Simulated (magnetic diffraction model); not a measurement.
**Mn2SbP: what an assumed order does to the neutron pattern**

Space group P-6m2 (no. 187), a = 3.9030 Å, c = 5.8380 Å.

| site | atom | x | y | z |
| --- | --- | --- | --- | --- |
| 1a | Sb | 0 | 0 | 0 |
| 2i | Mn | 2/3 | 1/3 | 0.2629 |
| 1d | P | 1/3 | 2/3 | 1/2 |

The compound is invented for this exercise: a known structure type with other elements, its cell scaled to their sizes and not relaxed.

Only Mn is taken to order (form factors of Mn2+); orders and moment sizes are assumed, and not adapted to the symmetry. Radiation: neutrons of λ = 1.594 Å, 5° to 75°; isotropic B of 0.12 Å² (Sb), 0.2 Å² (Mn) and 0.16 Å² (P). The intensities are simulated: I ∝ L Σ (|F_N|² + |F_M⊥|²) for unpolarised neutrons, with F_M = 2.695 fm/μB × Σ f(s) S exp(2πi Q·r) exp(−B s²) at Q = H ± k (one set where k and −k are equivalent), only the part normal to Q counting and L = 1/(sin²θ cos θ). For collinear order S is the moment m, which repeats by lattice and centring translations R with the sign exp(−2πi k·R). Form factors are spin-only for 3d ions and dipole or tabulated for f ions, scattering lengths are Sears's of 1992, and absorption is left out. A label names one of the reflections at its angle. The strongest nuclear line in the range is 100, and lines under 0.2 are left out.

Assume the order k = (0 1/2 1/2), collinear moments along [001], 1.87 μB on Mn; signs + at (2/3, 1/3, 0.2629), − at (2/3, 1/3, 0.7371).

Q: Where does magnetic intensity appear, and how strong is it?

```tsv
2θ (°)	index	nuclear	magnetic
15.66	(0 1/2 1/2)	0.0	35.7
15.69	(0 0 1)	0.7	0.0
24.87	(1 -1/2 1/2)	0.0	13.7
27.28	(1 0 0)	100.0	0.0
27.34	(0 1/2 3/2)	0.0	4.0
31.62	(1 0 1)	79.2	0.0
31.69	(0 0 2)	49.8	0.0
33.62	(1 -1/2 3/2)	0.0	4.3
37.24	(1 1/2 1/2)	0.0	8.7
42.23	(0 3/2 1/2)	0.0	2.8
42.29	(1 0 2)	2.2	0.0
42.33	(0 1/2 5/2)	0.0	0.2
43.82	(1 1/2 3/2)	0.0	4.8
46.87	(1 -1/2 5/2)	0.0	0.3
48.21	(1 1 0)	2.3	0.0
48.24	(0 3/2 3/2)	0.0	1.8
51.00	(2 -1/2 1/2)	0.0	2.7
51.01	(1 1 1)	0.4	0.0
55.08	(1 1/2 5/2)	0.0	0.6
56.27	(2 0 0)	26.9	0.0
56.31	(2 -1/2 3/2)	0.0	2.0
56.40	(1 0 3)	29.6	0.0
58.81	(2 0 1)	26.4	0.0
58.85	(1 1 2)	99.7	0.0
58.88	(0 3/2 5/2)	0.0	0.2
62.45	(1 3/2 1/2)	0.0	1.1
65.99	(2 1/2 1/2)	0.0	0.9
66.04	(2 0 2)	1.0	0.0
66.07	(2 -1/2 5/2)	0.0	0.3
66.20	(0 0 4)	0.6	0.0
67.17	(1 3/2 3/2)	0.0	0.9
69.59	(1 1/2 7/2)	0.0	0.3
70.59	(2 1/2 3/2)	0.0	0.7
70.67	(1 1 3)	0.4	0.0
72.80	(0 5/2 1/2)	0.0	0.3
73.00	(1 0 4)	34.3	0.0
```

The strongest magnetic line in the range is (0 1/2 1/2) at 15.66° (35.7). On top of the Lorentz factor, which all lines share, magnetic lines fade with angle because f falls: for Mn2+ it is 0.90, 0.66, 0.41 and 0.12 at sin θ/λ = 0.1, 0.2, 0.3 and 0.5 Å⁻¹, while nuclear lengths stay constant. The order has no net moment.

[Logs are printed without paths, hosts, clocks, repeated set-up lines and the standing remarks that a program may print on its own settings, such as how far it seeks lower states.]
